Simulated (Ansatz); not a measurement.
# LiMgIO: relaxing a made-up structure, part 2 of 2

This structure for LiMgIO is made up. Its elements were placed in a known structure type with a cell scaled to their sizes. What cell does the guess relax to, and how far off was it?

Ansatz 0.2.0; DFT, PBE, plane-wave PAW, files of the set soft_1, scalar-relativistic, no spin, cell and ions relaxed at zero pressure; PAW set soft_1 (the session's first sound run).

So far: The structure; Relaxation of the guess.

## Step 2: Relaxation of the guess (continued)

Step by step:

| step | energy less that of the first step (eV) | largest force component (eV/Å) | pressure (GPa) | volume (Å³) |
| --- | --- | --- | --- | --- |
| 1 | 0.0000 | 0.0000 | 0.01 | 74.13 |
| 2 | -0.0269 | 0.0000 | 0.31 | 72.07 |
| 3 | -0.0290 | 0.0000 | -0.08 | 72.07 |
| 4 | -0.0292 | 0.0000 | -0.01 | 72.10 |
| 5* | -0.0285 | 0.0000 | -0.03 | 72.10 |
| 6 | -0.0286 | 0.0000 | 0.00 | 72.02 |
| 7* | -0.0285 | 0.0000 | 0.00 | 72.02 |

Relaxation steps marked * repeat the geometry before them on a plane-wave basis chosen anew for their cell, so energy and pressure can jump there.

The run keeps the 16 symmetry operations that it works with, so distortions that break them were not tested.

| conventional cell, symmetrised | before | after | change |
| --- | --- | --- | --- |
| a (Å) | 3.476 | 3.512 | +1.0 % |
| b (Å) | 3.476 | 3.512 | +1.0 % |
| c (Å) | 6.135 | 5.838 | -4.8 % |
| volume (Å³/atom) | 18.53 | 18.00 | -2.8 % |

Final coordinates:

```cif
data_structure
_symmetry_space_group_name_H-M 'P 1'
_symmetry_Int_Tables_number 1
_cell_length_a 3.5123
_cell_length_b 3.5123
_cell_length_c 5.8378
_cell_angle_alpha 90.000
_cell_angle_beta 90.000
_cell_angle_gamma 90.000
_cell_volume 72.02
loop_
_atom_site_label
_atom_site_type_symbol
_atom_site_fract_x
_atom_site_fract_y
_atom_site_fract_z
_atom_site_occupancy
I1 I 0.00000 0.00000 0.50000 1
Mg2 Mg 0.00000 0.00000 0.00000 1
O3 O 0.50000 0.50000 0.00000 1
Li4 Li 0.50000 0.50000 0.50000 1
```

This step gave:

- free energy: -10210.7551 eV
- Fermi energy: 6.990 eV
- gap by band count: 1.223 eV
- electrons: 36
- symmetry operations: 16
- pressure: 4.44e-4 GPa

Shortest distances by pair of elements, guess and relaxed (not always the same contact):

| pair | guess (Å) | relaxed (Å) |
| --- | --- | --- |
| I–Li | 2.458 | 2.484 |
| Mg–O | 2.458 | 2.484 |
| I–Mg | 3.067 | 2.919 |
| Li–O | 3.067 | 2.919 |
| I–I | 3.476 | 3.512 |

The relaxation ends with a pressure of 0.00 GPa.

## Step 3: Bands of the relaxed cell

A second self-consistent run takes a narrower smearing and the mesh shown in its input; the bands follow along the standard path of the relaxed lattice.

This step: DFT, PBE, plane-wave PAW, files of the set soft_1, scalar-relativistic, no spin, bands and density of states at the relaxed cell; PAW set soft_1 (Ansatz 0.2.0).

Contents of input.yaml:

```yaml
crystal:
  lattice:
    - [3.5122869103, 0.0, 0.0]
    - [0.0, 3.5122869103, 0.0]
    - [0.0, 0.0, 5.8378115883]
  atoms:
    - { symbol: I, position: [0.0, 0.0, 0.5] }
    - { symbol: Mg, position: [0.0, 0.0, 0.0] }
    - { symbol: O, position: [0.5, 0.5, 0.0] }
    - { symbol: Li, position: [0.5, 0.5, 0.5] }
kpoints:
  mp_grid: { grid: [10, 10, 6] }
  band_path:
    path:
      - [[0.0, 0.0, 0.0], [0.0, 0.5, 0.0], [0.5, 0.5, 0.0], [0.0, 0.0, 0.0], [0.0, 0.0, 0.5], [0.0, 0.5, 0.5], [0.5, 0.5, 0.5], [0.0, 0.0, 0.5]]
      - [[0.0, 0.5, 0.0], [0.0, 0.5, 0.5]]
      - [[0.5, 0.5, 0.0], [0.5, 0.5, 0.5]]
    npoints: 8
scf:
  occupations: { method: fermi_dirac, width: 0.03 }
  n_extra_bands: 8
hamiltonian:
  xc: pbe
  pseudopotentials: { kind: paw, azcp: { folder: soft_1 } }
output:
  forces: true
  stress: true
  write_bands: true
  dos: { projected: true }
  write_density: true
  write_potential: true
  elf: true
  volumetric_format: npy
```

The run is started by

```bash
ansatz run input.yaml --threads 4 --pin off --max-ram 8192MiB --backend cpu --events-out ev --progress --plain --runs-dir out
```

Numbers of over 12 decimals in the logs are rounded to 6 here.

Output:

```text
[...]
Crystal: 4 atoms, lattice volume = 72.016 Å³
Basis set: ecut = 420 eV, 1415 PW (Γ), exchange–correlation on 48×48×80 points (8 copies of the dense FFT grid, shifted against one another)
Bands: 26, of which v1, the nominal top of the filled ones, is band 18 counted from 1 (17 counted from 0)
Symmetry: 16 space group operations
[...]
k-points: 84 of 600
[...]
SCF iter   1: F=—  HF=-10211.118995 eV  |F-HF|=—  |Δ(HF+E_count)|=         —  Δρ=5.90e-2  dr2=1.54e0  ethr=3.10e-3  ⟨swp⟩=7.6  Hψ=12697  notcnv=0
[...]
SCF iter   7: F=-10210.755475 eV  HF=-10210.755475 eV  |F-HF|=9.40e-9  |Δ(HF+E_count)|=   1.11e-7  Δρ=3.21e-6  dr2=3.76e-9  ethr=2.21e-10  ⟨swp⟩=7.2  Hψ=12767  notcnv=0
SCF 1 converged in 7 iterations: F = -10210.755475 eV  dr2 = 3.76e-9
[...]
NSCF: frozen V_eff on 75 k-points
SCF converged after 7 iterations
Free energy (F): -10210.755475 eV
[...]
Internal energy: -10210.755475 eV  (E = F + TS)
E sigma→0 (E₀):  -10210.755475 eV
Fermi energy:    6.977105 eV
[...]
--- Stress (GPa, compression-positive) ---
       -0.002349       0.000000      -0.000000
        0.000000      -0.002349       0.000000
       -0.000000       0.000000      -0.001552
  P = ⅓ Tr σ = -0.0021 GPa (-0.021 kbar)
--- Band table (eV; the first three rows and the last of 84) ---
  k-point 0: bands = [... 14 lower, 4.6077, 5.9687, 5.9687, 6.3529, 7.5760, 11.4576, 12.4639, 15.1816, ... 4 higher]
  k-point 1: bands = [... 14 lower, 4.6299, 5.9339, 5.9339, 5.9868, 8.1752, 11.4967, 12.5460, 14.7010, ... 4 higher]
  k-point 2: bands = [... 14 lower, 4.6777, 5.5555, 5.8608, 5.8608, 9.2922, 11.5815, 12.5868, 13.0541, ... 4 higher]
  k-point 83: bands = [... 14 lower, 3.3868, 4.4240, 4.4240, 5.9188, 11.1817, 12.1089, 12.1089, 12.7477, ... 4 higher]
```

It took 4.7 s on 4 threads of Arm Neoverse V1, shared host; peak memory 0.43 GiB.

The column dr2 measures how far the density is from self-consistency, as an energy; F and HF (Harris–Foulkes) agree once it is small.

Numbers from this step:

| Quantity | Value |
| --- | --- |
| free energy | -10210.7555 eV |
| Fermi energy | 6.977 eV |
| pressure | -0.002084 GPa |
| gap on the k-mesh | 1.223 eV |

From bands.tsv. The electronic bands at the labelled points (eV, zero at the valence top; v1 is the highest filled band, c1 the lowest empty one):

| point | v4 | v3 | v2 | v1 | c1 | c2 | c3 | c4 |
| --- | --- | --- | --- | --- | --- | --- | --- | --- |
| Γ | -1.75 | -0.38 | -0.38 | 0.00 | 1.22 | 5.10 | 6.11 | 8.83 |
| halfway | -1.74 | -1.28 | -0.33 | -0.30 | 2.79 | 5.63 | 5.85 | 7.79 |
| X | -2.53 | -0.96 | -0.60 | -0.38 | 4.60 | 4.60 | 5.71 | 5.83 |
| halfway | -3.11 | -2.06 | -1.11 | -0.69 | 4.34 | 4.77 | 4.93 | 6.80 |
| M | -2.66 | -1.68 | -1.68 | -0.40 | 3.70 | 4.17 | 5.03 | 5.03 |
| halfway | -3.22 | -1.71 | -1.09 | -0.39 | 3.56 | 6.08 | 6.25 | 6.43 |
| Γ | -1.75 | -0.38 | -0.38 | 0.00 | 1.22 | 5.10 | 6.11 | 8.83 |
| halfway | -1.70 | -0.61 | -0.45 | -0.45 | 2.35 | 5.18 | 6.27 | 7.42 |
| Z | -1.65 | -0.96 | -0.53 | -0.53 | 3.83 | 5.28 | 5.32 | 6.65 |
| halfway | -1.19 | -1.13 | -0.58 | -0.45 | 4.14 | 5.24 | 5.84 | 5.87 |
| R | -1.27 | -0.59 | -0.37 | -0.30 | 2.68 | 5.14 | 5.66 | 6.34 |
| halfway | -3.28 | -1.39 | -1.27 | -0.36 | 3.83 | 5.39 | 5.79 | 6.71 |
| A | -2.97 | -1.93 | -1.93 | -0.43 | 4.83 | 5.76 | 5.76 | 6.39 |
| halfway | -3.33 | -1.29 | -0.95 | -0.38 | 4.64 | 5.53 | 6.20 | 6.30 |
| Z | -1.65 | -0.96 | -0.53 | -0.53 | 3.83 | 5.28 | 5.32 | 6.65 |
| jump to X | -2.53 | -0.96 | -0.60 | -0.38 | 4.60 | 4.60 | 5.71 | 5.83 |
| halfway | -1.79 | -0.66 | -0.60 | -0.37 | 3.44 | 4.80 | 5.75 | 6.38 |
| R | -1.27 | -0.59 | -0.37 | -0.30 | 2.68 | 5.14 | 5.66 | 6.34 |
| jump to M | -2.66 | -1.68 | -1.68 | -0.40 | 3.70 | 4.17 | 5.03 | 5.03 |
| halfway | -2.82 | -1.81 | -1.81 | -0.42 | 4.44 | 4.53 | 5.38 | 5.38 |
| A | -2.97 | -1.93 | -1.93 | -0.43 | 4.83 | 5.76 | 5.76 | 6.39 |

Counts of states for the cell as run, both spins, by energy window (eV from the valence-band top):

| from | to | total |
| --- | --- | --- |
| -8 | -7 | 0.00 |
| -7 | -6 | 0.00 |
| -6 | -5 | 0.60 |
| -5 | -4 | 2.06 |
| -4 | -3 | 1.59 |
| -3 | -2 | 1.01 |
| -2 | -1 | 3.14 |
| -1 | 0 | 3.59 |
| 0 | 1 | 0.00 |
| 1 | 2 | 0.03 |
| 2 | 3 | 0.19 |
| 3 | 4 | 0.98 |
| 4 | 5 | 1.48 |
| 5 | 6 | 2.42 |

A further 24.0 states lie below the table's range.

ELF in the ac plane at fractional y = 0.000, with atoms of I and Mg within 0.2 Å of it. It is the smooth field of the valence electrons, not physical close to the nuclei.

Ten even steps from '_' (0.03) to '@' (0.76), each cell a mean:
```
::----________________..==--
==--::__________________::==
....______________________..
____________________________
++++==--..__________..--==++
@@@@%%**--..______..==**%%@@
@@@@@@%%**--____..--##@@@@@@
##%%%%@@%%++..__::**@@@@%%%%
++++##%%@@##::..--##@@%%**++
----==##@@##--..==%%%%**==--
++----**%%%%==::++%%%%++----
**----**%%%%==::++%%%%++----
----==##@@%%--..==%%%%**==--
==++**%%@@##--..--##@@%%**==
####%%@@%%++::__::**@@@@%%##
@@@@@@@@##--..__..==##@@@@@@
@@@@@@##==..______::++##@@@@
****++--..__________::==++**
........______________......
..__________________________
==--..__________________::--
::----________________..----
..::==..______________::==::
```
Columns run along a (3.5 Å), rows up along c (5.8 Å). Atoms in or near the plane, at fractional coordinates: I at (0.00, 0.50), Mg at (0.00, 0.00).

Valence density in the ac plane at fractional y = 0.000, with atoms of I and Mg within 0.2 Å of it. It is the smooth field of the valence electrons, not physical close to the nuclei.

Values in e/Å³, 23 rows by 14 columns, each cell a mean:
```
19 12  3  0  0  0  0  0  0  0  0  0  4 14
 6  3  1  0  0  0  0  0  0  0  0  0  1  4
 1  0  0  0  0  0  0  0  0  0  0  0  0  0
 0  0  0  0  0  0  0  0  0  0  0  0  0  0
 0  0  0  0  0  0  0  0  0  0  0  0  0  0
 0  0  0  0  0  0  0  0  0  0  0  0  0  0
 0  0  0  0  0  0  0  0  0  0  0  0  0  0
 1  1  1  0  0  0  0  0  0  0  0  0  1  1
 3  2  1  1  0  0  0  0  0  0  0  1  1  3
 9  7  3  1  1  0  0  0  0  0  1  1  4  8
13 11  6  2  1  0  0  0  0  0  1  2  7 12
14 12  6  2  1  0  0  0  0  0  1  2  7 12
11  9  4  1  1  0  0  0  0  0  1  2  5  9
 4  3  1  1  0  0  0  0  0  0  0  1  2  3
 1  1  1  0  0  0  0  0  0  0  0  0  1  1
 1  0  0  0  0  0  0  0  0  0  0  0  0  1
 0  0  0  0  0  0  0  0  0  0  0  0  0  0
 0  0  0  0  0  0  0  0  0  0  0  0  0  0
 0  0  0  0  0  0  0  0  0  0  0  0  0  0
 0  0  0  0  0  0  0  0  0  0  0  0  0  0
 4  2  1  0  0  0  0  0  0  0  0  0  1  3
16 10  2  0  0  0  0  0  0  0  0  0  3 11
27 17  4  0  0  0  0  0  0  0  0  1  6 19
```
Columns run along a (3.5 Å), rows up along c (5.8 Å). Atoms in or near the plane, at fractional coordinates: I at (0.00, 0.50), Mg at (0.00, 0.00).

Electrostatic potential energy in the ac plane at fractional y = 0.000, with atoms of I and Mg within 0.2 Å of it. With pseudopotentials it is smooth inside the atoms' cores, unlike the true potential.

Values in eV, 23 rows by 14 columns, each cell a mean:
```
-63 -61 -38  -8   4   7   9  10   9   7   2 -13 -45 -62
-50 -41 -19  -2   5   8  10  10   9   7   4  -5 -23 -44
-18 -12  -4   3   6   9  10  10  10   8   6   1  -5 -14
  0   1   3   6   8   9  10  10  10   9   7   5   3   1
  4   5   6   7   9  10  10  10  10  10   8   7   6   5
  5   5   6   8   9  10  10  10  10  10   9   7   6   5
  0   1   3   6   8   9  10  10  10   9   8   6   3   1
-21 -17  -8   1   6   8   9  10   9   8   5  -1 -10 -18
-32 -32 -27 -10   3   7   9   9   8   6   1 -14 -29 -32
-13 -21 -32 -24  -2   5   8   8   7   4  -6 -28 -31 -19
  7  -4 -25 -31  -8   4   7   8   7   3 -13 -32 -21   0
  8  -3 -24 -31  -8   4   7   8   7   3 -14 -32 -20   1
 -6 -15 -30 -27  -4   5   8   8   7   4  -9 -31 -28 -13
-30 -32 -30 -13   2   6   8   9   8   6  -1 -18 -31 -32
-26 -22 -12   0   6   8   9   9   9   8   4  -3 -14 -23
 -4  -2   2   5   8   9  10  10  10   9   7   4   1  -3
  4   5   6   7   9  10  10  10  10  10   9   7   6   4
  5   5   6   8   9  10  10  10  10  10   9   7   6   5
  2   2   4   6   8   9  10  10  10   9   8   6   4   2
-10  -6  -1   4   7   9  10  10  10   9   6   3  -2  -7
-44 -34 -15  -1   5   8  10  10  10   8   4  -3 -19 -38
-63 -58 -34  -6   4   7   9  10   9   7   2 -12 -41 -61
-63 -63 -44 -11   3   7   9  10   9   6   1 -18 -50 -63
```
Columns run along a (3.5 Å; values clipped at the 3rd and 97th percentile), rows up along c (5.8 Å). Atoms in or near the plane, at fractional coordinates: I at (0.00, 0.50), Mg at (0.00, 0.00).

## Step 4: Results

```json
{
 "space group, relaxed": "P4/mmm",
 "conventional cell": "a = 3.512, b = 3.512, c = 5.838 Å; α = 90.0°, β = 90.0°, γ = 90.0°",
 "volume per atom": "18.00 Å³ (guess 18.53)"
}
```

In words: LiMgIO relaxes to P4/mmm with a = 3.512, b = 3.512 and c = 5.838 Å. The guessed volume was 3 % too large. The space group P4/mmm was held in the relaxation, so the end point is a stationary structure within it and may be a saddle against distortions or other arrangements. It has a direct Kohn–Sham gap of 1.22 eV, which semilocal functionals understate. On the 10×10×6 mesh with the narrower smearing (relaxed on 8×8×5) the forces vanish, as symmetry may demand, and the largest stress component is 0.002 GPa, within the relaxation's thresholds of 0.015 eV/Å and 0.05 GPa. The cutoff wasn't tested. Spin-orbit coupling is left out, which can matter for elements this heavy. No dispersion term is used, so weakly bound directions may come out too long. Nothing here tests whether the compound is stable against decomposition.

[Logs are printed without paths, hosts, clocks, repeated set-up lines and the standing remarks that a program may print on its own settings, such as how far it seeks lower states.]

[Hosts, paths, dates, database ids (printed as entryN), source tags and the programs' standing remarks are cut or masked in the printed files.]
